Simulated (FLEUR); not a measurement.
## Collinear magnetic orders of LuFe2B2 with FLEUR

Does LuFe2B2 prefer parallel or opposed moments?

Method: LDA (VWN); all-electron FLAPW, Dirac cores, scalar-relativistic bands, in FLEUR MaX-R8.1.

The database entry behind the starting cell has ideal inner coordinates that were not refined, so it need not match the best structure at ambient conditions.

## (1) Starting point

The structure is tetragonal, space group I4/mmm (No. 139). Conventional cell: a = 3.499 Å, b = 3.499 Å, c = 9.288 Å, α = 90.00°, β = 90.00°, γ = 90.00°. Lu has 8 B at 2.73 Å and 8 Fe at 2.91 Å nearest. Nearest to Fe lie 4 B at 2.10 Å and 4 Fe at 2.47 Å and 4 Lu at 2.91 Å. B has 4 Fe at 2.10 Å and 1 B at 2.32 Å and 4 Lu at 2.73 Å nearest. Farther neighbours are not listed.

Structure file:

```xyz
5
Lattice="-1.7495 1.7495 4.6440 1.7495 -1.7495 4.6440 1.7495 1.7495 -4.6440" Properties=species:S:1:pos:R:3 pbc="T T T"
Lu    0.0000    0.0000    0.0000
Fe    0.0000    1.7495    2.3220
Fe    1.7495    0.0000    2.3220
B     0.0000    0.0000    3.4830
B     0.0000    0.0000    5.8050
```

## (2) Run 1 (ferro ++)

The parallel start comes first: it shows whether parallel moments hold.

inpgen writes inp.xml from crystal.txt; cutoffs, mixing, functional, smearing and local orbitals are then set in the file. The k list default-1 (kpts.xml, not shown) is a Γ-centred 12×12×12 mesh; where the ranks do not divide the number of points, some are split in two of half the weight.

inp.xml

```
<?xml version="1.0" encoding="UTF-8" standalone="no"?>
<fleurInput fleurInputVersion="0.39">
   <comment>
      LuFe2B2
   </comment>
   <calculationSetup>
      <cutoffs Kmax="4.29" Gmax="12.9" GmaxXC="12.9" numbands="0"/>
      <scfLoop itmax="90" minDistance="0.00002" maxIterBroyd="15" imix="Anderson" alpha="0.05" precondParam="0.0" spinf="2.0" sdNocoIR="T"/>
      <coreElectrons ctail="T" frcor="F" kcrel="0" coretail_lmax="0"/>
      <xcFunctional name="vwn" relativisticCorrections="F"/>
      <magnetism jspins="2"/>
      <soc l_soc="F" theta="0.0" phi="0.0" spav="F"/>
      <expertModes spex="0" secvar="F"/>
      <geometryOptimization l_f="F" forcealpha="1.0" forcemix="BFGS" epsdisp="0.00001" epsforce="0.00001"/>
      <ldaU l_linMix="F" mixParam="0.05" spinf="1.0"/>
   </calculationSetup>
   <cell>
      <bzIntegration valenceElectrons="63.0" mode="hist" fermiSmearingEnergy="0.00110248">
         <kPointListSelection listName="default-1"/>
         <xi:include xmlns:xi="http://www.w3.org/2001/XInclude" href="kpts.xml"> </xi:include>
      </bzIntegration>
      <xi:include xmlns:xi="http://www.w3.org/2001/XInclude" href="sym.xml"> </xi:include>
      <bulkLattice scale="1.0">
         <bravaisMatrix>
            <row-1>   -3.3060758549877001     3.3060758549877001     8.7758881226423995</row-1>
            <row-2>    3.3060758549877001    -3.3060758549877001     8.7758881226423995</row-2>
            <row-3>    3.3060758549877001     3.3060758549877001    -8.7758881226423995</row-3>
         </bravaisMatrix>
      </bulkLattice>
   </cell>
   <atomSpecies>
      <species name="Lutetium (Lu)" element="Lu" atomicNumber="71">
         <mtSphere radius="2.8" gridPoints="925" logIncrement="0.014"/>
         <atomicCutoffs lmax="10" lnonsphr="8"/>
         <electronConfig flipSpins="F">
            <coreConfig>(1s1/2) (2s1/2) (2p1/2) (2p3/2) (3s1/2) (3p1/2) (3p3/2) (4s1/2) (3d3/2) (3d5/2) (4p1/2) (4p3/2) (4d3/2) (4d5/2)</coreConfig>
            <valenceConfig>(5s1/2) (5p1/2) (5p3/2) (6s1/2) (4f5/2) (4f7/2) (5d3/2) (5d5/2)</valenceConfig>
            <stateOccupation state="(5d3/2)" spinUp="0.200000" spinDown="0.200000"/>
            <stateOccupation state="(5d5/2)" spinUp="0.300000" spinDown="0.300000"/>
         </electronConfig>
         <energyParameters s="6" p="6" d="5" f="4"/>
         <lo type="SCLO" l="0" n="5" eDeriv="0"/>
         <lo type="SCLO" l="1" n="5" eDeriv="0"/>
      </species>
      <species name="Iron (Fe) 2.801" element="Fe" atomicNumber="26">
         <mtSphere radius="2.28" gridPoints="753" logIncrement="0.016"/>
         <atomicCutoffs lmax="8" lnonsphr="6"/>
         <electronConfig flipSpins="F">
            <coreConfig>(1s1/2) (2s1/2) (2p1/2) (2p3/2)</coreConfig>
            <valenceConfig>(3s1/2) (3p1/2) (3p3/2) (4s1/2) (3d3/2) (3d5/2)</valenceConfig>
            <stateOccupation state="(3d3/2)" spinUp="1.4005" spinDown="0.9995"/>
            <stateOccupation state="(3d5/2)" spinUp="3.0" spinDown="0.6"/>
         </electronConfig>
         <energyParameters s="4" p="4" d="3" f="4"/>
         <lo type="SCLO" l="0" n="3" eDeriv="0"/>
         <lo type="SCLO" l="1" n="3" eDeriv="0"/>
      </species>
      <species name="Boron (B)" element="B" atomicNumber="5">
         <mtSphere radius="1.4" gridPoints="463" logIncrement="0.022"/>
         <atomicCutoffs lmax="6" lnonsphr="4"/>
         <electronConfig flipSpins="F">
            <coreConfig>(1s1/2)</coreConfig>
            <valenceConfig>(2s1/2) (2p1/2) (2p3/2)</valenceConfig>
            <stateOccupation state="(2p1/2)" spinUp="0.166667" spinDown="0.166667"/>
            <stateOccupation state="(2p3/2)" spinUp="0.333333" spinDown="0.333333"/>
         </electronConfig>
         <energyParameters s="2" p="2" d="3" f="4"/>
      </species>
   </atomSpecies>
   <atomGroups>
      <atomGroup species="Lutetium (Lu)">
         <relPos label="                   1">.0000000000 .0000000000 .0000000000</relPos>
         <force calculate="T" relaxXYZ="TTT"/>
      </atomGroup>
      <atomGroup species="Iron (Fe) 2.801">
         <relPos label="                   2">-1.000/4.000 1.000/4.000 1.000/2.000</relPos>
         <relPos label="                   3">1.000/4.000 -1.000/4.000 1.000/2.000</relPos>
         <force calculate="T" relaxXYZ="TTT"/>
      </atomGroup>
      <atomGroup species="Boron (B)">
         <relPos label="                   4">3.000/8.000 3.000/8.000 .0000000000</relPos>
         <relPos label="                   5">-3.000/8.000 -3.000/8.000 .0000000000</relPos>
         <force calculate="T" relaxXYZ="TTT"/>
      </atomGroup>
   </atomGroups>
   <output dos="F" band="F" slice="F">
      <bandDOS minEnergy="-.5*Htr" maxEnergy="0.5*Htr" sigma="0.015" storeEVData="T"/>
      <plotting iplot="0" polar="F">
         <plot TwoD="T" vec1="  1.0  0.0  0.0" vec2="  0.0  1.0  0.0" vec3="  0.0  0.0  1.0" zero="  0.0  0.0  0.0" file="plot"/>
      </plotting>
      <moessbauerParams electricFieldGradient="F" isomerShift="F" coreHyperfine="F" valenceHyperfine="F"/>
   </output>
</fleurInput>
```

crystal.txt

```
LuFe2B2
&input film=F cartesian=F /
-1.74950000000  1.74950000000  4.64400000000
1.74950000000  -1.74950000000  4.64400000000
1.74950000000  1.74950000000  -4.64400000000
1.8897261246
1.0 1.0 1.0

5
71 0.00000000000  0.00000000000  0.00000000000
26 0.75000000000  0.25000000000  0.50000000000 : 2.801
26 0.25000000000  0.75000000000  0.50000000000 : 2.801
5 0.37500000000  0.37500000000  0.00000000000
5 0.62500000000  0.62500000000  0.00000000000

&kpt div1=12 div2=12 div3=12 gamma=T /
```

The run is started by

```bash
$ OMP_NUM_THREADS=1 inpgen -f crystal.txt > inpgen.log  # inp.xml is then edited as shown
$ OMP_NUM_THREADS=1 mpirun -n 4 fleur_MPI > fleur.log
```

The program printed:

```text
Welcome to FLEUR        (www.flapw.de)
      MaX-Release 8.1          (www.max-centre.eu)

 ========== k-point set info ==========
 Selected k-point list: default-1
 k-point list type: mesh
 0 x 0 x 0
 Number of k points: 164

 ------------Calculation Setup---------------------------
 Number of MPI-tasks      :            4
 Number of PE/node        :            4
 Number of OMP-threads    :            1
 k-points in parallel     :            4
 pe's per k-point         :            1
 No of k-point loops      :           41
 Eigenvalue solver        :       lapack
 Number of basis functions:          562
 Approximate size of matrices (H+S) per k-point:         0.005 GB
 --------------------------------------------------------
Nuclear radius smaller than smallest radial mesh point for atom type 3 -- skipping its core isomer shift
 Iteration:     1   Distance:      25.06914913 me/bohr^3
Nuclear radius smaller than smallest radial mesh point for atom type 3 -- skipping its core isomer shift
 Iteration:     2   Distance:      23.29745126 me/bohr^3
Nuclear radius smaller than smallest radial mesh point for atom type 3 -- skipping its core isomer shift
 Iteration:     3   Distance:      20.50513035 me/bohr^3
Nuclear radius smaller than smallest radial mesh point for atom type 3 -- skipping its core isomer shift
 Iteration:     4   Distance:      11.57148521 me/bohr^3
Nuclear radius smaller than smallest radial mesh point for atom type 3 -- skipping its core isomer shift
 Iteration:     5   Distance:      10.22445779 me/bohr^3
Nuclear radius smaller than smallest radial mesh point for atom type 3 -- skipping its core isomer shift
 Iteration:     6   Distance:      11.42153037 me/bohr^3
Nuclear radius smaller than smallest radial mesh point for atom type 3 -- skipping its core isomer shift
 Iteration:     7   Distance:       4.53362353 me/bohr^3
Nuclear radius smaller than smallest radial mesh point for atom type 3 -- skipping its core isomer shift
 Iteration:     8   Distance:       4.18778842 me/bohr^3
Nuclear radius smaller than smallest radial mesh point for atom type 3 -- skipping its core isomer shift
 Iteration:     9   Distance:       5.00612833 me/bohr^3
Nuclear radius smaller than smallest radial mesh point for atom type 3 -- skipping its core isomer shift
 Iteration:    10   Distance:       4.21000607 me/bohr^3
Nuclear radius smaller than smallest radial mesh point for atom type 3 -- skipping its core isomer shift
[... 12 iterations left out ...]
 Iteration:    23   Distance:       0.00399277 me/bohr^3
Nuclear radius smaller than smallest radial mesh point for atom type 3 -- skipping its core isomer shift
 Iteration:    24   Distance:       0.00443388 me/bohr^3
Nuclear radius smaller than smallest radial mesh point for atom type 3 -- skipping its core isomer shift
 Iteration:    25   Distance:       0.00092136 me/bohr^3
Nuclear radius smaller than smallest radial mesh point for atom type 3 -- skipping its core isomer shift
 Iteration:    26   Distance:       0.00080684 me/bohr^3
Nuclear radius smaller than smallest radial mesh point for atom type 3 -- skipping its core isomer shift
 Iteration:    27   Distance:       0.00013655 me/bohr^3
Nuclear radius smaller than smallest radial mesh point for atom type 3 -- skipping its core isomer shift
 Iteration:    28   Distance:       0.00004170 me/bohr^3
Nuclear radius smaller than smallest radial mesh point for atom type 3 -- skipping its core isomer shift
 Iteration:    29   Distance:       0.00004050 me/bohr^3
Nuclear radius smaller than smallest radial mesh point for atom type 3 -- skipping its core isomer shift
 Iteration:    30   Distance:       0.00003399 me/bohr^3
Nuclear radius smaller than smallest radial mesh point for atom type 3 -- skipping its core isomer shift
 Iteration:    31   Distance:       0.00002724 me/bohr^3
Nuclear radius smaller than smallest radial mesh point for atom type 3 -- skipping its core isomer shift
 Iteration:    32   Distance:       0.00001860 me/bohr^3

 ********************************************************************
 Run finished successfully
 Stop message:
   all done
 ********************************************************************

--- out.xml (last complete iteration) ---
<iteration numberForCurrentRun="   32" overallNumber="   32">
         [... left out ...]
         <bandgap value="0.0009255860" units="eV"/>
         <sumValenceSingleParticleEnergies value="-26.4531614727" units="Htr"/>
         <FermiEnergy value="0.3836398968" units="Htr"/>
         <valenceDensity>
            <mtCharges spin="1">
               <mtCharge atomType="1" total="11.7659237" s="1.1520241" p="3.1174641" d="0.4906046" f="6.9966713"/>
               <mtCharge atomType="2" total="8.1237586" s="1.2073503" p="3.2474000" d="3.6491518" f="0.0155776"/>
               <mtCharge atomType="3" total="0.4975192" s="0.1925149" p="0.2990132" d="0.0053875" f="0.0005366"/>
            </mtCharges>
            <mtCharges spin="2">
               <mtCharge atomType="1" total="11.7948632" s="1.1549228" p="3.1220115" d="0.5136917" f="6.9956827"/>
               <mtCharge atomType="2" total="7.0169267" s="1.2029205" p="3.2392948" d="2.5550095" f="0.0157795"/>
               <mtCharge atomType="3" total="0.5334028" s="0.1965930" p="0.3315894" d="0.0047758" f="0.0003962"/>
            </mtCharges>
            <spinDependentCharge spin="1" total="32.5168788" interstitial="3.5083995" mtSpheres="29.0084793"/>
            <spinDependentCharge spin="2" total="30.4831212" interstitial="3.5875990" mtSpheres="26.8955223"/>
            <totalCharge value="63.0000000000"/>
         </valenceDensity>
         [... left out ...]
         <allElectronCharges>
            <spinDependentCharge spin="1" total="67.5168788" interstitial="3.5095113" mtSpheres="64.0073675"/>
            <spinDependentCharge spin="2" total="65.4831212" interstitial="3.5887144" mtSpheres="61.8944068"/>
            <totalCharge value="132.9999999885"/>
         </allElectronCharges>
         <magneticMomentsInMTSpheres units="muBohr">
            <globalMagMoment atomType="1" vec="0.00000   0.00000  -0.02894"/>
            <localMagMoment atomType="1" vec="0.00000   0.00000  -0.02894"/>
            <globalMagMoment atomType="2" vec="0.00000   0.00000   1.10683"/>
            <localMagMoment atomType="2" vec="0.00000   0.00000   1.10683"/>
            <globalMagMoment atomType="3" vec="0.00000   0.00000  -0.03588"/>
            <localMagMoment atomType="3" vec="0.00000   0.00000  -0.03588"/>
         </magneticMomentsInMTSpheres>
         <moessbauerParams unitsHFF="kG" unitsIS="e/bohr^3" unitsEFG="Htr/bohr^2">
         </moessbauerParams>
         <totalEnergy value="   -17162.8891607176" units="Htr">
            <sumOfEigenvalues value="   -10387.4784815171">
               <coreElectrons value="-10361.0253200444"/>
               <valenceElectrons value="-26.4531614727"/>
            </sumOfEigenvalues>
            <densityCoulombPotentialIntegral value="-28710.9353825673"/>
            <densityEffectivePotentialIntegral value="-29252.5573869732"/>
            <chargeDenXCDenIntegral value="-408.4475863930"/>
            <FockExchangeEnergyValence value="0.0000000000"/>
            <FockExchangeEnergyCore value="0.0000000000"/>
            <atomTypeDependentContributions atomType="1">
               <electronNucleiInteractionDifferentMTs value="18113.6764277710"/>
               <MadelungTerm value="-31.6037447801"/>
            </atomTypeDependentContributions>
            <atomTypeDependentContributions atomType="2">
               <electronNucleiInteractionDifferentMTs value="3040.2087350856"/>
               <MadelungTerm value="-18.9089076581"/>
            </atomTypeDependentContributions>
            <atomTypeDependentContributions atomType="3">
               <electronNucleiInteractionDifferentMTs value="52.3222220631"/>
               <MadelungTerm value="-7.3327511391"/>
            </atomTypeDependentContributions>
            <tkbTimesEntropy value="0.0004484327"/>
            <freeEnergy value="-17162.8896091502"/>
            <extrapolationTo0K value="-17162.8893849339"/>
         </totalEnergy>
         <densityConvergence units="me/bohr^3">
            <chargeDensity spin="1" distance="0.0000107141"/>
            <chargeDensity spin="2" distance="0.0000107975"/>
            <overallChargeDensity distance="0.0000108063"/>
            <spinDensity distance="0.0000186006"/>
         </densityConvergence>
      </iteration>
```

It took 6.2 min on 4 MPI ranks of Arm Neoverse V1, shared host; peak memory 0.38 GiB.

Spin moment in the muffin-tin sphere by atom:

```tsv
atom	spin moment in the muffin-tin sphere (μB)
Lu1	-0.03
Fe2	1.11
Fe3	1.11
B4	-0.04
B5	-0.04
```

Numbers from this step:

| Quantity | Value |
| --- | --- |
| free energy | -467026.0183 eV |
| program's band gap on this mesh (in a metal only a level spacing) | 9.26e-4 eV |
| magnetization | 2.034 μB |
| final state | ferromagnetic |

After 32 cycles the largest moment stands at 1.11 μB.

(Continued in part 2 of 3.)

[Logs and program files are shortened in this print: banners, set-up blocks, solver, clock and traceback lines can be left out without a mark of their own.]

[Logs are printed without paths, hosts, clocks, repeated set-up lines and the standing remarks that a program may print on its own settings, such as how far it seeks lower states.]

[Hosts, paths, dates, database ids (printed as entryN), source tags and the programs' standing remarks are cut or masked in the printed files.]

[Where a cell is said to come from a database of computed structures, the database is the Materials Project.]
